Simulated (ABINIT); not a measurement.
An input for ABINIT 10.8.3 (WSe2 (P6_3/mmc)):

```
acell 3*1.0 Angstrom
rprim 
  3.290000000028 -0.000000000007 0.000000000000
  -1.645000000008 2.849223578479 0.000000000000
  0.000000000000 0.000000000000 12.970000000000
ntypat 2
znucl 74 34
natom 6
typat 1 1 2 2 2 2
xred 
  0.333333333333 0.666666666667 0.250000000000
  0.666666666667 0.333333333333 0.750000000000
  0.333333333333 0.666666666667 0.621000000000
  0.666666666667 0.333333333333 0.121000000000
  0.333333333333 0.666666666667 0.879000000000
  0.666666666667 0.333333333333 0.379000000000
pp_dirpath "pseudos"
pseudos "W.upf, Se.upf"
ecut 58
ngkpt 9 9 2
nshiftk 1
shiftk 0 0 0
kptopt 1
chksymbreak 0
iscf -2
irdden 1
istwfk *1
nband 76
nbdbuf 6
tolwfr 1e-09
nstep 60
prtvol 0
indata_prefix "in"
outdata_prefix "out"
tmpdata_prefix "tmp"
```

The database entry behind the starting cell differs from later determinations by our own check (a about 0.2 % long), so it need not match the best structure at ambient conditions.

```sh
OMP_NUM_THREADS=1 mpirun -n 4 abinit run.abi > log
```

Q: How long will it take on 4 MPI ranks of Arm Neoverse V1, shared host, and how much memory?

It took 4.6 min; on shared hardware allow 2.3 min to 9.2 min. Peak host memory was 0.93 GiB.

[Paths, hosts, dates, memory and timing lines, banners, echoed tables and standing remarks are left out of the program output.]

[Logs are printed without paths, hosts, clocks, repeated set-up lines and the standing remarks that a program may print on its own settings, such as how far it seeks lower states.]

[Runs of the session that timed out or met a known fault of the program may be left out.]

[Hosts, paths, dates, database ids (printed as entryN), source tags and the programs' standing remarks are cut or masked in the printed files.]

[G0W0 gaps are taken among the corrected bands and points alone; a level outside them can change the order at an edge.]

[Where Ansatz stands beside ABINIT at settings called matched, ABINIT's density can come from a denser mesh and the files from another edition; pairs whose starting gaps differed by over 0.03 eV were left out, so agreement reads better than it is.]
